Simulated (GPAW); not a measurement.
**A 9-layer slab of Cu(110) in an electric field**

Wanted: the out-of-plane polarisability of a 9-layer slab of Cu(110).

Program: GPAW 26.7.0. Level of theory: GPAW, PAW setups; slab in vacuum, relaxation, in the first sound run; inputs show where later runs differ. Results are calculated unless marked as measured.

This is a report of a sequence of runs, with most program output left out.

## (1) Starting point

The cell holds 9 atoms: 9 Cu. Cell: a = 3.610 Å, b = 2.553 Å, c = 26.211 Å, α = 90.0°, β = 90.0°, γ = 90.0°. Vacuum lies along c.

## (2) Relaxing the atoms

Forces are removed first; all later runs use this geometry. The lowest 4 atoms are held at bulk positions and keep their forces.

run.py reads:

```python
import json
import numpy as np
from ase import Atoms
from ase.constraints import FixAtoms
from ase.optimize import BFGS
from gpaw import GPAW, PW

slab = Atoms(
    ['Cu', 'Cu', 'Cu', 'Cu', 'Cu', 'Cu', 'Cu', 'Cu', 'Cu'],
    positions=[
        [0.00000, 0.00000, 8.00000],
        [1.80500, 1.27633, 9.27633],
        [0.00000, 0.00000, 10.55266],
        [1.80500, 1.27633, 11.82898],
        [0.00000, 0.00000, 13.10531],
        [1.80500, 1.27633, 14.38164],
        [0.00000, 0.00000, 15.65797],
        [1.80500, 1.27633, 16.93429],
        [0.00000, 0.00000, 18.21062]],
    cell=[[3.61, 0.0, 0.0], [0.0, 2.55266, 0.0], [0.0, 0.0, 26.21062]],
    pbc=[True, True, False])

slab.calc = GPAW(mode=PW(400), xc='PBE', kpts={'size': (9, 12, 1), 'gamma': True},
                 occupations={'name': 'fermi-dirac', 'width': 0.1}, nbands='160%',
                 convergence={'density': 1e-05}, maxiter=200,
                 poissonsolver={'dipolelayer': 'xy'},
                 symmetry={'tolerance': 1e-3, 'extra_ids': [1, 1, 1, 1, 0, 0, 0, 0, 0]}, txt='slab.txt')
result = {}
slab.set_constraint(FixAtoms([0, 1, 2, 3]))
path = []
opt = BFGS(slab, maxstep=0.2)
opt.attach(lambda: path.append((slab.get_potential_energy(), slab.positions.tolist(), slab.get_forces().tolist())))
result['relaxed'] = bool(opt.run(fmax=0.03, steps=40))
result['path'] = path
energy = slab.get_potential_energy()
fermi = slab.calc.get_fermi_level()
v = slab.calc.get_electrostatic_potential().mean((0, 1)) - fermi
n = slab.calc.get_pseudo_density().mean((0, 1))
L = slab.cell[2, 2]
z = np.arange(len(v)) * L / len(v)
low, high = slab.positions[:, 2].min(), slab.positions[:, 2].max()
below, above = np.interp([low - 5.8, high + 5.8], z, v)
slopes = [np.interp(x, z, np.gradient(v, z)) for x in (low - 5.8, high + 5.8)]
eps = np.array([[slab.calc.get_eigenvalues(k, s) for k in range(len(slab.calc.get_ibz_k_points()))]
                for s in range(slab.calc.get_number_of_spins())]) - fermi
top, bottom = eps[eps < 0].max(), eps[eps > 0].min()
dipole = slab.get_dipole_moment()[2]
print(f'energy {energy:.4f} eV, Fermi level {fermi:.4f} eV, dipole {dipole:.5f} e A')
print(f'potential 5.8 A off the faces, from the Fermi level: lower {below:.4f} eV, upper {above:.4f} eV')
print(f'slope of the potential there: lower {slopes[0]:.5f}, upper {slopes[1]:.5f} eV/A')
print(f'nearest levels on the mesh: {top:.4f} and {bottom:.4f} eV')
print('magnetic moment', round(slab.get_magnetic_moment(), 3))
result.update(energy=energy, fermi=fermi, dipole=dipole, below=below, above=above, slopes=slopes, edges=[top, bottom],
              z=z.tolist(), v=v.tolist(), n=n.tolist(), positions=slab.positions.tolist(),
              forces=slab.get_forces(apply_constraint=False).tolist(), moments=slab.get_magnetic_moments().tolist())
json.dump(result, open('result.json', 'w'))
```

On the command line:

```console
$ OMP_NUM_THREADS=1 OPENBLAS_NUM_THREADS=1 python run.py
```

It took 35 min on 1 thread of Intel Xeon Platinum 8559C (Emerald Rapids), shared host; peak memory 0.44 GiB.

Step by step:

```csv
step,energy less that of the first step (eV),largest force (eV/Å)
1,0.0000,0.4046
2,-0.0032,0.3661
3,-0.0171,0.0868
4,-0.0173,0.0762
5,-0.0178,0.0314
6,-0.0179,0.0435
7,-0.0179,0.0438
8,-0.0181,0.0418
9,-0.0183,0.0564
10,-0.0184,0.0538
11,-0.0185,0.0381
12,-0.0186,0.0260
```

The atoms that moved most (Å):

```csv
atom,dx,dy,dz,length
Cu8,0.000,0.000,0.093,0.093
Cu7,0.000,0.000,0.036,0.036
Cu6,0.000,0.000,0.034,0.034
Cu5,0.000,0.000,0.023,0.023
Cu9,0.000,0.000,-0.006,0.006
```

The relaxed structure:

```
Cu
1.0
     3.61000    0.00000    0.00000
     0.00000    2.55266    0.00000
     0.00000    0.00000   26.21062
Cu
9
Direct
  0.00000 0.00000 0.30522
  0.50000 0.50000 0.35391
  0.00000 0.00000 0.40261
  0.50000 0.50000 0.45130
  0.00000 0.00000 0.50087
  0.50000 0.50000 0.54999
  0.00000 0.00000 0.59877
  0.50000 0.50000 0.64962
  0.00000 0.00000 0.69455
```

Numbers from this step:

| Quantity | Value |
| --- | --- |
| dipole along the normal | -0.001045 e·Å |
| levels nearest the Fermi level on the mesh | -0.01267, 0.002126 eV from the Fermi level |
| upper work function | 4.324 eV |
| lower work function | 4.300 eV |

The electrostatic potential energy of an electron (without an applied field's), less the Fermi level, planar mean oscillates, so the rows of the table below give means over windows of 1.26 Å about each position, cut where the curve ends. Its maxima inside the range that stand out by 2 % of the span (Å: eV): 8.6: -5.05, 10.0: -5.31, 11.2: -5.23, 12.5: -4.91, 13.7: -5.10, 15.1: -5.23, 16.4: -4.54, 17.6: -6.38. Its minima: 8.1: -10.4, 9.3: -11.0, 10.6: -11.1, 11.8: -11.1, 13.1: -11.0, 14.5: -11.0, 15.7: -11.0, 17.1: -11.1, 18.1: -10.7.

Electrostatic potential energy of an electron (without an applied field's), less the Fermi level, planar mean against z; means over each step:

```csv
z (Å),"electrostatic potential energy of an electron (without an applied field's), less the Fermi level, planar mean (eV)"
0.63,4.30
1.89,4.30
3.15,4.30
4.41,4.29
5.67,4.20
6.93,1.81
8.19,-7.42
9.45,-8.10
10.71,-8.13
11.97,-8.01
13.23,-8.01
14.49,-8.08
15.75,-7.93
17.01,-8.26
18.27,-7.04
19.53,3.03
20.79,4.27
22.05,4.32
23.31,4.32
24.57,4.32
25.83,4.32
```

The pseudo valence density, planar mean oscillates, so the rows of the table below give means over windows of 1.26 Å about each position, cut where the curve ends. Its maxima inside the range that stand out by 2 % of the span (Å: e/Å³): 8.0: 1.52, 9.2: 1.54, 10.5: 1.52, 11.7: 1.49, 13.2: 1.49, 14.5: 1.54, 15.7: 1.55, 17.0: 1.55, 18.2: 1.52. Its minima: 8.6: 0.463, 9.9: 0.469, 11.1: 0.479, 12.6: 0.475, 13.8: 0.465, 15.1: 0.462, 16.4: 0.421, 17.6: 0.537.

Pseudo valence density, planar mean against z; means over each step:

z (Å), pseudo valence density, planar mean (e/Å³) and a bar:
```
     4.41       0.00 
     5.67       0.00 
     6.93       0.12 ####
     8.19       0.91 #############################
     9.45       0.94 ##############################
    10.71       0.94 ##############################
    11.97       0.93 #############################
    13.23       0.93 #############################
    14.49       0.94 ##############################
    15.75       0.93 #############################
    17.01       0.95 ##############################
    18.27       0.88 ############################
    19.53       0.05 ##
    20.79       0.00 
    22.05       0.00
```

The relaxation lowered the energy of the cell by 0.0186 eV (energies extrapolated to zero smearing; the optimiser's log prints free energies). The largest force left on a free atom is 0.026 eV/Å.

## (3) Plane waves, PBE

The work function is the vacuum plateau of the electrostatic potential less the Fermi level; a dipole layer lets the two faces have plateaus of their own.

This step: GPAW, PAW setups; slab in vacuum (GPAW 26.7.0).

run.py: that of step 2 with these lines changed.

```diff
@@ -3,4 +3,2 @@
 from ase import Atoms
-from ase.constraints import FixAtoms
-from ase.optimize import BFGS
 from gpaw import GPAW, PW
@@ -14,7 +12,7 @@
         [1.80500, 1.27633, 11.82898],
-        [0.00000, 0.00000, 13.10531],
-        [1.80500, 1.27633, 14.38164],
-        [0.00000, 0.00000, 15.65797],
-        [1.80500, 1.27633, 16.93429],
-        [0.00000, 0.00000, 18.21062]],
+        [0.00000, 0.00000, 13.12821],
+        [1.80500, 1.27633, 14.41571],
+        [-0.00000, 0.00000, 15.69422],
+        [1.80500, 1.27633, 17.02683],
+        [-0.00000, -0.00000, 18.20457]],
     cell=[[3.61, 0.0, 0.0], [0.0, 2.55266, 0.0], [0.0, 0.0, 26.21062]],
@@ -26,10 +24,4 @@
                  poissonsolver={'dipolelayer': 'xy'},
-                 symmetry={'tolerance': 1e-3, 'extra_ids': [1, 1, 1, 1, 0, 0, 0, 0, 0]}, txt='slab.txt')
+                 symmetry={'tolerance': 1e-3}, txt='slab.txt')
 result = {}
-slab.set_constraint(FixAtoms([0, 1, 2, 3]))
-path = []
-opt = BFGS(slab, maxstep=0.2)
-opt.attach(lambda: path.append((slab.get_potential_energy(), slab.positions.tolist(), slab.get_forces().tolist())))
-result['relaxed'] = bool(opt.run(fmax=0.03, steps=40))
-result['path'] = path
 energy = slab.get_potential_energy()
```

It took 6.5 min on 1 thread; peak memory 0.42 GiB.

Numbers from this step:

```yaml
dipole_along_the_normal: -0.001320 e·Å
levels_nearest_the_fermi_level_on_the_mesh: -0.01263, 0.002116 eV from the Fermi level
upper_work_function: 4.325 eV
```

The electrostatic potential energy of an electron (without an applied field's), less the Fermi level, planar mean oscillates, so the rows of the table below give means over windows of 1.26 Å about each position, cut where the curve ends. Its maxima inside the range that stand out by 2 % of the span (Å: eV): 8.6: -5.05, 10.0: -5.31, 11.2: -5.23, 12.5: -4.91, 13.7: -5.10, 15.1: -5.23, 16.4: -4.54, 17.6: -6.38. Its minima: 8.1: -10.4, 9.3: -11.0, 10.6: -11.1, 11.8: -11.1, 13.1: -11.0, 14.5: -11.0, 15.7: -11.0, 17.1: -11.1, 18.1: -10.7.

The electrostatic potential energy of an electron (without an applied field's), less the Fermi level, planar mean by z; means over each step:

z (Å), electrostatic potential energy of an electron (without an applied field's), less the Fermi level, planar mean (eV) and a bar from the least value:
```
     0.63        4.3 ##############################
     1.89        4.3 ##############################
     3.15        4.3 ##############################
     4.41        4.3 ##############################
     5.67        4.2 ##############################
     6.93        1.8 ########################
     8.19       -7.4 ##
     9.45       -8.1 
    10.71       -8.1 
    11.97       -8.0 #
    13.23       -8.0 #
    14.49       -8.1 
    15.75       -7.9 #
    17.01       -8.3 
    18.27       -7.0 ###
    19.53        3.0 ###########################
    20.79        4.3 ##############################
    22.05        4.3 ##############################
    23.31        4.3 ##############################
    24.57        4.3 ##############################
    25.83        4.3 ##############################
```

The pseudo valence density, planar mean oscillates, so the rows of the table below give means over windows of 1.26 Å about each position, cut where the curve ends. Its maxima inside the range that stand out by 2 % of the span (Å: e/Å³): 8.0: 1.52, 9.2: 1.54, 10.5: 1.52, 11.7: 1.49, 13.2: 1.49, 14.5: 1.54, 15.7: 1.55, 17.0: 1.55, 18.2: 1.52. Its minima: 8.6: 0.463, 9.9: 0.469, 11.1: 0.479, 12.6: 0.475, 13.8: 0.465, 15.1: 0.462, 16.4: 0.421, 17.6: 0.537.

Pseudo valence density, planar mean against z; means over each step:

```csv
z (Å),"pseudo valence density, planar mean (e/Å³)"
3.15,7.3e-6
4.41,1.6e-4
5.67,0.00360
6.93,0.116
8.19,0.906
9.45,0.938
10.71,0.940
11.97,0.933
13.23,0.935
14.49,0.938
15.75,0.929
17.01,0.951
18.27,0.881
19.53,0.0528
20.79,0.00191
22.05,8.2e-5
```

Force by atom:

```csv
atom,x (eV/Å),y (eV/Å),z (eV/Å),size
Cu1,0.000,0.000,0.267,0.267
Cu2,0.000,0.000,-0.402,0.402
Cu3,0.000,0.000,0.037,0.037
Cu4,0.000,0.000,0.113,0.113
Cu5,0.000,0.000,-0.027,0.027
Cu6,0.000,0.000,-0.003,0.003
Cu7,0.000,0.000,-0.026,0.026
Cu8,0.000,0.000,0.020,0.020
Cu9,0.000,0.000,0.023,0.023
```

The potential is flat to 2.0e-4 eV/Å where it is read, so the vacuum is wide enough.

## (4) In a field

A uniform field along the normal polarises the slab; the atoms stay fixed, so this is the electronic response alone.

run.py: that of step 3 with these lines changed.

```diff
@@ -4,2 +4,3 @@
 from gpaw import GPAW, PW
+from gpaw.external import ConstantElectricField
 
@@ -24,2 +25,3 @@
                  poissonsolver={'dipolelayer': 'xy'},
+                 external=ConstantElectricField(-0.2, [0, 0, 1]),
                  symmetry={'tolerance': 1e-3}, txt='slab.txt')
```

Elapsed: 32 min, on 1 thread; peak memory 0.65 GiB.

This step gave:

- dipole along the normal: -0.1341 e·Å
- levels nearest the Fermi level on the mesh: -0.008625, 0.002132 eV from the Fermi level
- potential below the slab, the applied field's own ramp left out: 2.998 eV from the Fermi level
- potential above the slab, the applied field's own ramp left out: 5.634 eV from the Fermi level

The electrostatic potential energy of an electron (without an applied field's), less the Fermi level, planar mean oscillates, so the rows of the table below give means over windows of 1.26 Å about each position, cut where the curve ends. Its maxima inside the range that stand out by 2 % of the span (Å: eV): 8.6: -5.95, 10.0: -5.94, 11.2: -5.60, 12.5: -5.03, 13.7: -4.97, 15.1: -4.83, 16.4: -3.89, 17.6: -5.48, 24.6: 5.63. Its minima: 8.0: -11.4, 9.2: -11.8, 10.6: -11.6, 11.8: -11.3, 13.1: -11.0, 14.4: -10.8, 15.7: -10.5, 17.0: -10.4, 18.1: -9.71.

The electrostatic potential energy of an electron (without an applied field's), less the Fermi level, planar mean by z; means over each step:

z (Å), electrostatic potential energy of an electron (without an applied field's), less the Fermi level, planar mean (eV) and a bar from the least value:
```
     0.63        3.2 #########################
     1.89        3.0 #########################
     3.15        3.0 #########################
     4.41        3.0 #########################
     5.67        2.9 ########################
     6.93        0.6 ####################
     8.19       -8.4 #
     9.45       -8.8 
    10.71       -8.6 
    11.97       -8.2 #
    13.23       -8.0 ##
    14.49       -7.8 ##
    15.75       -7.4 ###
    17.01       -7.5 ###
    18.27       -6.0 ######
    19.53        4.3 ###########################
    20.79        5.6 ##############################
    22.05        5.6 ##############################
    23.31        5.6 ##############################
    24.57        5.6 ##############################
    25.83        5.5 ##############################
```

Force by atom:

```csv
atom,x (eV/Å),y (eV/Å),z (eV/Å),size
Cu1,0.000,0.000,0.264,0.264
Cu2,0.000,0.000,-0.398,0.398
Cu3,0.000,0.000,0.030,0.030
Cu4,0.000,0.000,0.117,0.117
Cu5,0.000,0.000,-0.031,0.031
Cu6,0.000,0.000,0.001,0.001
Cu7,0.000,0.000,-0.030,0.030
Cu8,0.000,0.000,0.023,0.023
Cu9,0.000,0.000,0.023,0.023
```

The dipole is now -0.134 e Å, against -0.0013 in the run without a field.

## (5) In a field

run.py: that of step 4 with these lines changed.

```diff
@@ -25,3 +25,3 @@
                  poissonsolver={'dipolelayer': 'xy'},
-                 external=ConstantElectricField(-0.2, [0, 0, 1]),
+                 external=ConstantElectricField(-0.1, [0, 0, 1]),
                  symmetry={'tolerance': 1e-3}, txt='slab.txt')
```

Run time: 18 min. Hardware: 1 thread; peak memory 0.64 GiB.

Numbers from this step:

```
dipole along the normal                                         : -0.06764 e·Å
levels nearest the Fermi level on the mesh                      : -0.01078, 0.002112 eV from the Fermi level
potential below the slab, the applied field's own ramp left out : 3.648 eV from the Fermi level
potential above the slab, the applied field's own ramp left out : 4.977 eV from the Fermi level
```

The electrostatic potential energy of an electron (without an applied field's), less the Fermi level, planar mean oscillates, so the rows of the table below give means over windows of 1.26 Å about each position, cut where the curve ends. Its maxima inside the range that stand out by 2 % of the span (Å: eV): 8.6: -5.50, 10.0: -5.63, 11.2: -5.42, 12.5: -4.97, 13.7: -5.03, 15.1: -5.03, 16.4: -4.22, 17.6: -5.93, 24.6: 4.98. Its minima: 8.1: -10.9, 9.2: -11.4, 10.6: -11.4, 11.8: -11.2, 13.1: -11.0, 14.4: -10.9, 15.7: -10.7, 17.0: -10.7, 18.1: -10.2.

Table of electrostatic potential energy of an electron (without an applied field's), less the Fermi level, planar mean by z; means over each step:

z (Å), electrostatic potential energy of an electron (without an applied field's), less the Fermi level, planar mean (eV) and a bar from the least value:
```
     0.63        3.7 ###########################
     1.89        3.6 ###########################
     3.15        3.6 ###########################
     4.41        3.6 ###########################
     5.67        3.6 ###########################
     6.93        1.2 ######################
     8.19       -7.9 #
     9.45       -8.5 
    10.71       -8.4 
    11.97       -8.1 #
    13.23       -8.0 #
    14.49       -7.9 #
    15.75       -7.7 ##
    17.01       -7.9 #
    18.27       -6.5 ####
    19.53        3.6 ###########################
    20.79        4.9 ##############################
    22.05        5.0 ##############################
    23.31        5.0 ##############################
    24.57        5.0 ##############################
    25.83        4.9 ##############################
```

Force by atom:

```csv
atom,x (eV/Å),y (eV/Å),z (eV/Å),size
Cu1,0.000,0.000,0.265,0.265
Cu2,0.000,0.000,-0.400,0.400
Cu3,0.000,0.000,0.033,0.033
Cu4,0.000,0.000,0.115,0.115
Cu5,0.000,0.000,-0.029,0.029
Cu6,0.000,0.000,-0.002,0.002
Cu7,0.000,0.000,-0.028,0.028
Cu8,0.000,0.000,0.021,0.021
Cu9,0.000,0.000,0.023,0.023
```

The dipole is now -0.0676 e Å, against -0.0013 in the run without a field.

## (6) Field on

run.py: that of step 5 with these lines changed.

```diff
@@ -25,3 +25,3 @@
                  poissonsolver={'dipolelayer': 'xy'},
-                 external=ConstantElectricField(-0.1, [0, 0, 1]),
+                 external=ConstantElectricField(-0.05, [0, 0, 1]),
                  symmetry={'tolerance': 1e-3}, txt='slab.txt')
```

The job ended after 33 min (1 thread; peak memory 0.64 GiB).

The electrostatic potential energy of an electron (without an applied field's), less the Fermi level, planar mean oscillates, so the rows of the table below give means over windows of 1.26 Å about each position, cut where the curve ends. Its maxima inside the range that stand out by 2 % of the span (Å: eV): 8.6: -5.27, 10.0: -5.47, 11.2: -5.32, 12.5: -4.94, 13.7: -5.06, 15.1: -5.13, 16.4: -4.38, 17.6: -6.15. Its minima: 8.1: -10.6, 9.3: -11.2, 10.6: -11.2, 11.8: -11.2, 13.1: -11.0, 14.4: -10.9, 15.7: -10.9, 17.1: -10.9, 18.1: -10.5.

Table of electrostatic potential energy of an electron (without an applied field's), less the Fermi level, planar mean by z; means over each step:

```csv
z (Å),"electrostatic potential energy of an electron (without an applied field's), less the Fermi level, planar mean (eV)"
0.63,4.02
1.89,3.97
3.15,3.97
4.41,3.97
5.67,3.87
6.93,1.51
8.19,-7.67
9.45,-8.29
10.71,-8.25
11.97,-8.07
13.23,-8.00
14.49,-8.01
15.75,-7.80
17.01,-8.07
18.27,-6.78
19.53,3.34
20.79,4.60
22.05,4.65
23.31,4.65
24.57,4.65
25.83,4.62
```

## (7) Field on

run.py: that of step 6 with these lines changed.

```diff
@@ -25,3 +25,3 @@
                  poissonsolver={'dipolelayer': 'xy'},
-                 external=ConstantElectricField(-0.05, [0, 0, 1]),
+                 external=ConstantElectricField(0.05, [0, 0, 1]),
                  symmetry={'tolerance': 1e-3}, txt='slab.txt')
```

It took 21 min on 1 thread; peak memory 0.64 GiB.

The electrostatic potential energy of an electron (without an applied field's), less the Fermi level, planar mean oscillates, so the rows of the table below give means over windows of 1.26 Å about each position, cut where the curve ends. Its maxima inside the range that stand out by 2 % of the span (Å: eV): 8.6: -4.82, 10.0: -5.15, 11.2: -5.13, 12.5: -4.88, 13.7: -5.13, 15.1: -5.32, 16.4: -4.71, 17.6: -6.60. Its minima: 8.1: -10.1, 9.3: -10.8, 10.6: -11.0, 11.8: -11.0, 13.1: -11.0, 14.5: -11.1, 15.7: -11.1, 17.1: -11.3, 18.1: -11.0.

The electrostatic potential energy of an electron (without an applied field's), less the Fermi level, planar mean by z; means over each step:

```csv
z (Å),"electrostatic potential energy of an electron (without an applied field's), less the Fermi level, planar mean (eV)"
0.63,4.58
1.89,4.63
3.15,4.63
4.41,4.62
5.67,4.52
6.93,2.12
8.19,-7.18
9.45,-7.92
10.71,-8.01
11.97,-7.95
13.23,-8.01
14.49,-8.15
15.75,-8.06
17.01,-8.46
18.27,-7.29
19.53,2.72
20.79,3.95
22.05,4.00
23.31,4.00
24.57,4.00
25.83,4.03
```

[end of part 1 of 2]

[Logs are printed without paths, hosts, clocks, repeated set-up lines and the standing remarks that a program may print on its own settings, such as how far it seeks lower states.]

[Hosts, paths, dates, database ids (printed as entryN), source tags and the programs' standing remarks are cut or masked in the printed files.]
